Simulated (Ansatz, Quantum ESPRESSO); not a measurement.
**Equation of state of fcc Au**

How stiff is fcc Au under hydrostatic load? Each row relaxes cell and atoms at a set pressure. The phase is followed to these pressures whether or not it stays the stable one.

Calculated with Ansatz 0.2.0, PBEsol, PAW files of the set soft_1, cutoff 600 eV, Fermi–Dirac smearing 0.05 eV, k-mesh 18×18×18, no spin polarisation, no spin-orbit coupling.

Reference cell, relaxed at zero pressure with PBEsol (Fm-3m): a = 2.8874 Å, b = 2.8874 Å, c = 2.8874 Å, α = 60.00°, β = 60.00°, γ = 60.00°.

```csv
atom,x,y,z
Au,0.0000,0.0000,0.0000
```

```
V (Å³/atom)    V/V0  P (GPa)  E − E0 (meV/atom)
    17.4441  1.0248   −3.997                5.4
    16.5771  0.9738    4.999                6.7
    16.1977  0.9515   10.011               24.4
    15.8698  0.9323   14.987               49.8
    15.0750  0.8856   30.017              159.6
```

V0 = 17.0228 Å³ an atom, where the residual pressure P0 is −0.005 GPa. **Question.** Fit the Birch–Murnaghan law and give the pressure and the energy at V = 15.5765 Å³ an atom, a row left out above.

With the Eulerian strain f = ½[(V0/V)^(2/3) − 1] and F = (P − P0)/[3f(1 + 2f)^(5/2)], the third-order law is the line F = B0 + (3/2) B0 (B′ − 4) f.

| f | F (GPa) |
| --- | --- |
| 0.04219 | 193.70 |
| 0.02393 | 185.76 |
| 0.01684 | 182.52 |
| 0.00892 | 178.86 |
| −0.00808 | 171.47 |

A straight line through the 5 rows: the means are 0.01676 for f and 182.46 for F, Σ(Δx)² = 0.001377 and ΣΔxΔy = 0.6107, so the slope is 0.6107/0.001377 = 443.64 and the intercept 182.46 − (443.64)(0.01676) = 175.03.

Hence B0 = 175.0 GPa and B′ = 4 + (443.6)/(1.5 × 175.0) = 5.69. For the withheld volume f = 0.03049, F = 188.55 GPa and P = 19.99 GPa. The run itself gives 20.01 GPa, so the estimate misses by 0.02 GPa; the fitted rows themselves lie up to 0.01 GPa off the law.

Integrating the same law gives E − E0 = (9/2) B0 V0 f²[1 + (B′ − 4) f] + P0(V0 − V), with 1 GPa Å³ = 6.2415 meV: 81.8 meV an atom. The run itself gives 81.8 meV, so the estimate misses by 0.0 meV, a rounding's worth.

The same fit over all rows at other levels or in other programs gives B0 = 177 GPa with PBEsol (Quantum ESPRESSO, GBRV).

Measured bulk modulus: 166 GPa (arxiv:2302.10659), against 175 GPa here (+5 %).

The calculation is for a static lattice, while measurements hold thermal and zero-point motion.

[Logs are printed without paths, hosts, clocks, repeated set-up lines and the standing remarks that a program may print on its own settings, such as how far it seeks lower states.]
